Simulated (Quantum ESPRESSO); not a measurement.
The C K edge of atom 5 in ZnCo3C (Pm-3m), with 6 Co at 1.86 Å (octahedral, site symmetry m-3m), was computed in 2 ways: excited-electron core hole (neutral cell) and no core hole. Program and functional: Quantum ESPRESSO XSpectra, PBEsol, Lorentzian half width 0.3 eV up to 4 eV, rising linearly to 2.5 eV at 25 eV; cells of 5 and 10 atoms (the run without a hole in the smaller).

Each run is counted from its own lowest empty level or Fermi level and scaled to a mean of 1 over its first 20 eV.

```csv
E (eV),run 1,run 2
-2.00,0.08,0.05
-1.25,0.13,0.08
-0.50,0.36,0.16
0.25,1.70,0.65
1.00,1.91,1.30
1.75,1.17,1.24
2.50,1.43,1.02
3.25,1.16,1.20
4.00,1.96,1.06
4.75,1.62,1.82
5.50,0.87,1.62
6.25,0.73,0.96
7.00,0.69,0.84
7.75,0.83,0.81
8.50,1.06,0.96
9.25,1.15,1.17
10.00,0.88,1.23
10.75,0.66,1.00
11.50,0.58,0.77
12.25,0.57,0.64
13.00,0.61,0.60
13.75,0.65,0.63
14.50,0.73,0.67
15.25,0.84,0.74
16.00,0.96,0.85
16.75,1.03,0.97
17.50,1.00,1.09
18.25,0.89,1.12
19.00,0.76,1.06
19.75,0.66,0.94
20.50,0.61,0.84
21.25,0.58,0.77
22.00,0.56,0.73
22.75,0.55,0.70
23.50,0.55,0.69
24.25,0.54,0.67
25.00,0.54,0.67
25.75,0.53,0.66
26.50,0.52,0.64
27.25,0.51,0.62
28.00,0.50,0.61
28.75,0.50,0.59
29.50,0.51,0.59
30.25,0.52,0.60
31.00,0.52,0.61
31.75,0.50,0.62
```

**Question.** Which run is which?

Run 1: excited-electron core hole (neutral cell) (area from −2 to 6 eV 9.3, main maxima 0.7 eV (2.11), 2.5 eV (1.44), 4.2 eV (2.13) and 9.1 eV (1.16)). Run 2: no core hole (area from −2 to 6 eV 7.7, main maxima 1.2 eV (1.31), 3.3 eV (1.23), 5.1 eV (1.93) and 9.8 eV (1.25)). With each curve scaled to its own mean, the area from −2 to 6 eV with the hole is 9.3 against 7.7, and the centre of weight from −1 to 20 eV moves by -0.9 eV: the hole pulls the absorber's empty states down.

[Banner, clock and machine lines of the logs are left out without a mark of their own.]

[Logs are printed without paths, hosts, clocks, repeated set-up lines and the standing remarks that a program may print on its own settings, such as how far it seeks lower states.]

[Hosts, paths, dates, database ids (printed as entryN), source tags and the programs' standing remarks are cut or masked in the printed files.]

[Lists of maxima count a maximum above −3 eV only where it reaches 4 % of the highest in the window and stands out from its surroundings by 2 % of it (1.5 % where it reaches 55 %); shoulders and weaker maxima are passed over, and of the rest the first, up to two pre-edge ones and the few strongest are named.]
